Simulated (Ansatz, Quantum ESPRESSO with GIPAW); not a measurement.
**Solid-state NMR of KZnF3 by GIPAW**

Aim: the magnetic shielding of every site in KZnF3.

Method: DFT, PBE, plane-wave PAW (pslibrary 1.0.0 recipes), scalar-relativistic, GIPAW; a patched development version of the program, in Quantum ESPRESSO with GIPAW 8.0dev (patched build).

### 1. Set-up

It takes space group Pm-3m (No. 221, cubic). The conventional cell has a = 4.050 Å, b = 4.050 Å, c = 4.050 Å, α = 90.00°, β = 90.00°, γ = 90.00°. Nearest to Zn lie 6 F at 2.02 Å. Nearest to K lie 12 F at 2.86 Å. Nearest to F lie 2 Zn at 2.02 Å and 4 K at 2.86 Å. Farther neighbours and most contacts between anions are not listed.

The cell is an entry of the Crystallography Open Database; it need not be the form that is stable at ambient conditions.

### 2. Ground state

First the ground state. The response equations take the occupied wavefunctions as exact, so conv_thr is set much tighter than for an energy. No empty states are asked for: the response is solved without them. The mesh has a spacing of 0.32 Å⁻¹ at most. The PAW files were made with ld1.x from the pslibrary 1.0.0 recipes, with GIPAW reconstruction switched on (the recipe of F slightly mended, as the packaged one fails to give a sound file).

The input, scf.in:

```
&control
  calculation = 'scf'
  prefix = 'x'
  outdir = './tmp/'
  pseudo_dir = './'
/
&system
  ibrav = 0
  nat = 5
  ntyp = 3
  ecutwfc = 55
  ecutrho = 330
  nbnd = 21
/
&electrons
  conv_thr = 1.0d-10
  mixing_beta = 0.7
  electron_maxstep = 100
/
ATOMIC_SPECIES
  Zn 65.380 Zn.pbe-dn-kjpaw_psl.1.0.0-gipaw.UPF
  K 39.098 K.pbe-spn-kjpaw_psl.1.0.0-gipaw.UPF
  F 18.998 F.pbe-n-kjpaw_psl.1.0.0-gipaw.UPF
CELL_PARAMETERS angstrom
  4.05000000 0.00000000 0.00000000
  0.00000000 4.05000000 0.00000000
  0.00000000 0.00000000 4.05000000
ATOMIC_POSITIONS crystal
  Zn 0.50000000 0.50000000 0.50000000
  K 0.00000000 0.00000000 0.00000000
  F 0.50000000 0.00000000 0.50000000
  F 0.00000000 0.50000000 0.50000000
  F 0.50000000 0.50000000 0.00000000
K_POINTS automatic
  5 5 5 0 0 0
```

The run is started by

```
> mpirun -np 4 pw.x -nk 4 -in scf.in > scf.out
```

Log:

```text
using ibrav=0 with symmetry is DISCOURAGED, use correct ibrav instead

     bravais-lattice index     =            0
     lattice parameter (alat)  =       7.6534  a.u.
     unit-cell volume          =     448.2927 (a.u.)^3
     number of atoms/cell      =            5
     number of atomic types    =            3
     number of electrons       =        42.00
     number of Kohn-Sham states=           21
     kinetic-energy cutoff     =      55.0000  Ry
     charge density cutoff     =     330.0000  Ry
     scf convergence threshold =      1.0E-10
     mixing beta               =       0.7000
     number of iterations used =            8  plain     mixing
     Exchange-correlation= SLA-PW-PBX-PBC
                           (   1   4   3   4   0   0   0)
[...]
Zn               12.00    65.38000     Zn( 1.00)
     K                 9.00    39.09800     K ( 1.00)
     F                 7.00    18.99800     F ( 1.00)

     48 Sym. Ops., with inversion, found
[...]
number of k points=    10
[...]
Dense  grid:    45385 G-vectors     FFT dimensions: (  45,  45,  45)

     Smooth grid:    24837 G-vectors     FFT dimensions: (  40,  40,  40)

     Check: negative core charge=   -0.000002

     Initial potential from superposition of free atoms

     starting charge      41.9775, renormalised to      42.0000
     Starting wfcs are   29 randomized atomic wfcs

     Self-consistent Calculation

     iteration #  1     ecut=    55.00 Ry     beta= 0.70
     Davidson diagonalization with overlap
     ethr =  1.00E-02,  avg # of iterations =  1.6

     total energy              =    -535.05743766 Ry
     estimated scf accuracy    <       0.47922410 Ry

     iteration #  2     ecut=    55.00 Ry     beta= 0.70
     Davidson diagonalization with overlap
     ethr =  1.14E-03,  avg # of iterations =  3.2

     total energy              =    -535.20016291 Ry
     estimated scf accuracy    <       0.42621282 Ry

     iteration #  3     ecut=    55.00 Ry     beta= 0.70
     Davidson diagonalization with overlap
     ethr =  1.01E-03,  avg # of iterations =  2.0

     total energy              =    -535.27935011 Ry
     estimated scf accuracy    <       0.00354923 Ry

[...]
total energy              =    -535.28209069 Ry
[...]
iteration # 11     ecut=    55.00 Ry     beta= 0.70
     Davidson diagonalization with overlap
     ethr =  9.56E-13,  avg # of iterations =  5.5

     total energy              =    -535.28209069 Ry
     estimated scf accuracy    <          1.1E-09 Ry

     iteration # 12     ecut=    55.00 Ry     beta= 0.70
     Davidson diagonalization with overlap
     ethr =  9.56E-13,  avg # of iterations =  3.6

     End of self-consistent calculation
     [one-electron energies left out]

!    total energy              =    -535.28209069 Ry
     total all-electron energy =     -5396.156035 Ry
     estimated scf accuracy    <          2.2E-13 Ry

     The total energy is the sum of the following terms:
     one-electron contribution =    -160.84867999 Ry
     hartree contribution      =     115.52473383 Ry
     xc contribution           =     -87.62204153 Ry
     ewald contribution        =    -218.00757669 Ry
     one-center paw contrib.   =    -184.32852632 Ry

     convergence has been achieved in  12 iterations
[...]
JOB DONE.
```

Elapsed: 10 s, on 4 MPI ranks of Arm Neoverse V2, shared host; peak memory 0.64 GiB; 40 s of CPU time.

It converged in 12 cycles to an estimated accuracy of 2e-13 Ry, on 10 irreducible k-points.

### 3. Magnetic response

A uniform field breaks periodicity, so gipaw.x applies it as a wave of small q and takes the limit. It solves for the first-order states, builds the induced current and gets the field at each nucleus by Biot–Savart; the PAW spheres add what the smooth waves miss near the nuclei. pawproj makes the reconstruction use the PAW data sets' own projectors.

The input, nmr.in:

```
&inputgipaw
  job = 'nmr'
  prefix = 'x'
  tmp_dir = './tmp/'
  restart_mode = 'from_scratch'
  verbosity = 'low'
  q_gipaw = 0.01
  spline_ps = .true.
  conv_threshold = 1.0d-14
  use_nmr_macroscopic_shape = .false.
  pawproj(1) = .true.
  pawproj(2) = .true.
  pawproj(3) = .true.
/
```

The run is started by

```
> mpirun -np 4 gipaw.x -in nmr.in > nmr.out
```

Log:

```text
[banner, memory and clock lines left out]
[a note of our patched build left out]

     Parallelizing q-star over 1 images

     IMPORTANT: XC functional enforced from input :
     Exchange-correlation= PBE
                           (   1   4   3   4   0   0   0)
     Any further DFT definition will be discarded
     Please, verify this is what you really want

     Check: negative core charge=   -0.000002
[...]
projs nearly linearly dependent: l=0  n1,n2= 1, 2  s=  0.99585241
[...]
alpha_pv=     53.7542 eV

     spline_ps is .false., expect some extrapolation errors

     q-space interpolation up to    66.00 Rydberg

     GIPAW job: nmr
     NMR macroscopic correction: no
[...]
Computing the magnetic susceptibility     isolve=0    ethr=  0.1000E-13
     Starting from scratch
     k-point #    1 of    10      pool #  1    cpu time:       0.9
[...]
End of magnetic susceptibility calculation

     f-sum rule (1st term):
           -32.3686          0.0000          0.0000
             0.0000        -32.3686          0.0000
             0.0000          0.0000        -32.3686

     f-sum rule (2nd term):
            -1.2056          0.0000          0.0000
             0.0000         -1.2056          0.0000
             0.0000          0.0000         -1.2056

     f-sum rule (should be   -33.5656):
           -33.5742          0.0000          0.0000
             0.0000        -33.5742          0.0000
             0.0000          0.0000        -33.5742

[... susceptibilities left out ...]
     Contributions to the NMR chemical shifts: -------------------------------

     Macroscopic shape contribution in ppm:                    0.00
             0.0000          0.0000          0.0000
             0.0000          0.0000          0.0000
             0.0000          0.0000          0.0000

     Core contribution in ppm:

     Atom  1  Zn  pos: (  0.500000  0.500000  0.500000)  core sigma:        2275.73
     Atom  2  K   pos: (  0.000000  0.000000  0.000000)  core sigma:        1193.41
     Atom  3  F   pos: (  0.500000  0.000000  0.500000)  core sigma:         306.42
     Atom  4  F   pos: (  0.000000  0.500000  0.500000)  core sigma:         306.42
     Atom  5  F   pos: (  0.500000  0.500000  0.000000)  core sigma:         306.42

     Bare contribution in ppm:

     Atom  1  Zn  pos: (  0.500000  0.500000  0.500000)  bare sigma:          38.19
[...]
Atom  2  K   pos: (  0.000000  0.000000  0.000000)  bare sigma:         119.93
[...]
Atom  3  F   pos: (  0.500000  0.000000  0.500000)  bare sigma:          95.57
[...]
Atom  4  F   pos: (  0.000000  0.500000  0.500000)  bare sigma:          95.57
[...]
Atom  5  F   pos: (  0.500000  0.500000  0.000000)  bare sigma:          95.57
[...]
Diamagnetic contribution in ppm:

     Atom  1  Zn  pos: (  0.500000  0.500000  0.500000)  dia sigma:         216.07
[...]
Atom  2  K   pos: (  0.000000  0.000000  0.000000)  dia sigma:          -4.06
[...]
Atom  3  F   pos: (  0.500000  0.000000  0.500000)  dia sigma:          43.00
[...]
Atom  4  F   pos: (  0.000000  0.500000  0.500000)  dia sigma:          43.00
[...]
Atom  5  F   pos: (  0.500000  0.500000  0.000000)  dia sigma:          43.00
[...]
Paramagnetic contribution in ppm:

     Atom  1  Zn  pos: (  0.500000  0.500000  0.500000)  para sigma:         957.62
[...]
Atom  2  K   pos: (  0.000000  0.000000  0.000000)  para sigma:        -215.26
[...]
Atom  3  F   pos: (  0.500000  0.000000  0.500000)  para sigma:         207.87
[...]
Atom  4  F   pos: (  0.000000  0.500000  0.500000)  para sigma:         207.87
[...]
Atom  5  F   pos: (  0.500000  0.500000  0.000000)  para sigma:         207.87
[...]
Paramagnetic US occ-occ contribution in ppm:

     Atom  1  Zn  pos: (  0.500000  0.500000  0.500000)  para_oo sigma:          -9.06
[...]
Atom  2  K   pos: (  0.000000  0.000000  0.000000)  para_oo sigma:          -0.90
[...]
Atom  3  F   pos: (  0.500000  0.000000  0.500000)  para_oo sigma:          -1.24
[...]
Atom  4  F   pos: (  0.000000  0.500000  0.500000)  para_oo sigma:          -1.24
[...]
Atom  5  F   pos: (  0.500000  0.500000  0.000000)  para_oo sigma:          -1.24
[...]
Paramagnetic US L_R Q_R contribution in ppm:

     Atom  1  Zn  pos: (  0.500000  0.500000  0.500000)  para_lq sigma:       -1675.11
[...]
Atom  2  K   pos: (  0.000000  0.000000  0.000000)  para_lq sigma:         104.00
[...]
Atom  3  F   pos: (  0.500000  0.000000  0.500000)  para_lq sigma:        -320.60
[...]
Atom  4  F   pos: (  0.000000  0.500000  0.500000)  para_lq sigma:        -320.60
[...]
Atom  5  F   pos: (  0.500000  0.500000  0.000000)  para_lq sigma:        -320.60
[...]
Total NMR chemical shifts in ppm: ---------------------------------------
     (adopting the Simpson convention for anisotropy and asymmetry)-----------

     Atom  1  Zn  pos: (  0.500000  0.500000  0.500000)  Total sigma:        1803.43
          1803.4324         -0.0000          0.0000
             0.0000       1803.4324          0.0000
            -0.0000         -0.0000       1803.4324

     Zn      1    anisotropy:      0.00    eta:    0.0000
[...]
Atom  2  K   pos: (  0.000000  0.000000  0.000000)  Total sigma:        1197.11
          1197.1138         -0.0000         -0.0000
            -0.0000       1197.1138         -0.0000
            -0.0000         -0.0000       1197.1138

     K       2    anisotropy:      0.00    eta:    0.0000
[...]
Atom  3  F   pos: (  0.500000  0.000000  0.500000)  Total sigma:         331.02
           320.1184         -0.0000         -0.0000
             0.0000        352.8094         -0.0000
             0.0000         -0.0000        320.1184

     F       3    anisotropy:     32.69    eta:    0.0000
[...]
Atom  4  F   pos: (  0.000000  0.500000  0.500000)  Total sigma:         331.02
[... its tensor is left out ...]
     Atom  5  F   pos: (  0.500000  0.500000  0.000000)  Total sigma:         331.02
[... its tensor is left out ...]
```

The job ended after 72 s (4 MPI ranks; peak memory 0.37 GiB).

The f-sum rule is met to 0.0086 of 33.6 (0.03 %). Converged shieldings require that this miss be small, but a small miss does not prove them.

From the symmetric part of each tensor, with principal values σ11 ≤ σ22 ≤ σ33: σ_iso is their mean, the span is σ33 − σ11 and the skew 3(σ_iso − σ22)/span. (gipaw.x prints an anisotropy in another convention.)

```
site  atom no.  atoms in cell  σ_iso (ppm)  span (ppm)  skew
  Zn         1              1         1803           0     -
   K         2              1       1197.1         0.0     -
   F         3              3        331.0        32.7  1.00
```

The macroscopic shape term is switched off. For a spherical sample the valence susceptibility of this run would add about 9 ppm to every site, a rough estimate, since the susceptibility converges slowly and lacks part of the PAW terms. Differences within the crystal don't depend on it, but shieldings of different compounds can't be compared to better than a few ppm without it.

Zn and K sit on cubic site symmetry, where the tensor must be isotropic. An axis of order three or more runs through F, so two principal values coincide and the skew is ±1. In this run the largest span is that of F (site symmetry 4/mmm), with principal values 320.1, 320.1 and 352.8 ppm.

How the isotropic values are made up (ppm). The core part is that of the free atom's core; bare is the current of the smooth valence states; the last two are what the PAW spheres add to the diamagnetic and the paramagnetic current:

```
site    core   bare  reconstruction, dia  reconstruction, para
  Zn  2275.7   38.2                216.1                -726.5
   K  1193.4  119.9                 -4.1                -112.2
   F   306.4   95.6                 43.0                -114.0
```

### 4. NMR parameters by site

A shielding is counted from the bare nucleus and a shift from a reference compound, with the opposite sign. A fitted line does better than one reference, as its slope takes up part of the functional's error.

Shifts follow from reference lines fitted to measured solids with this functional and these files. 19F: δ = (115.5 − σ) / 1.179, zero at CFCl3, fitted to 7 measured values, from BaF2, CdF2, KF, LiF, MgF2, NaF and ZnF2, with a scatter of 6.5 ppm r.m.s. (CaF2 fall off this line, as semilocal functionals put their cations' empty d or f shells too low, and are left out), on σ without the shape term. Kinds of site that fitted badly were split off after the misses were seen, so the scatter is that of the points kept.

Covalently bonded atoms count as neighbours within 1.18 times the sum of their radii. Otherwise a cation's neighbours lie within 1.2 times its shortest bond (1.3 for large cations, each anion's radius taken off where they differ), and an anion's are the cations that count it.

```
site  atom no.  atoms in cell    surroundings     bonds (Å)  δ_iso (ppm)
  Zn         1              1            ZnF6         2.025            -
   K         2              1            KF12         2.864            -
   F         3              3  bound to Zn2K4  2.02 to 2.86       -182.8
```

Simulated spectrum, 19F MAS at 30 kHz, 9.4 T (376.7 MHz), lines broadened by 2 ppm; rigid lattice, with dipolar and J couplings left out: a single narrow line at -182.8 ppm.

### 5. What the settings change

Each row names what was changed: the other centring of the mesh tests the sampling; another cell volume at fixed fractional coordinates shows the pull of bond length; another mesh tests the sampling of the zone.

Changes of σ_iso (ppm) against the run above (PBE, cutoffs 55 and 330 Ry, mesh 5×5×5, 5.4 min). Times are CPU times of pw.x and gipaw.x together, on 4 MPI ranks of Arm Neoverse V2, shared host; on a shared host they are rough.

```
           run  CPU time  f-sum miss     Zn     K     F
  mesh shifted   5.4 min      0.0086   +0.1  +0.1  +0.1
volume × 0.960   4.9 min      0.0087  -37.5  -8.9  -1.9
    mesh 6×6×6    10 min      0.0086   +0.1  +0.0  +0.1
```

The largest move is -37.5 ppm, on Zn, from volume × 0.960.

### 6. Outcome

```json
{
 "19F shift": "-182.8 ppm",
 "39K shielding without shape term": "1197.1 ppm",
 "67Zn shielding without shape term": "1803 ppm"
}
```

In words: 19F has one site (bound to Zn2K4), with isotropic shift -182.8 ppm. Going to mesh 6×6×6 changes no isotropic shielding by more than 0.065 ppm, so the main run is converged in that respect. A higher cutoff was not carried through on these files. This build of gipaw.x prints that it is not audited and that its numbers are no references by themselves. It also reports spline_ps as false although the input sets it; why was not traced.

[Banner, clock, file and message-heading lines were taken out of the pw.x and gipaw.x logs.]

[Logs are printed without paths, hosts, clocks, repeated set-up lines and the standing remarks that a program may print on its own settings, such as how far it seeks lower states.]

[Hosts, paths, dates, database ids (printed as entryN), source tags and the programs' standing remarks are cut or masked in the printed files.]

[Where no reference line passes its bar on scatter, no shift is given, so a measured shift of this compound may stand uncompared.]
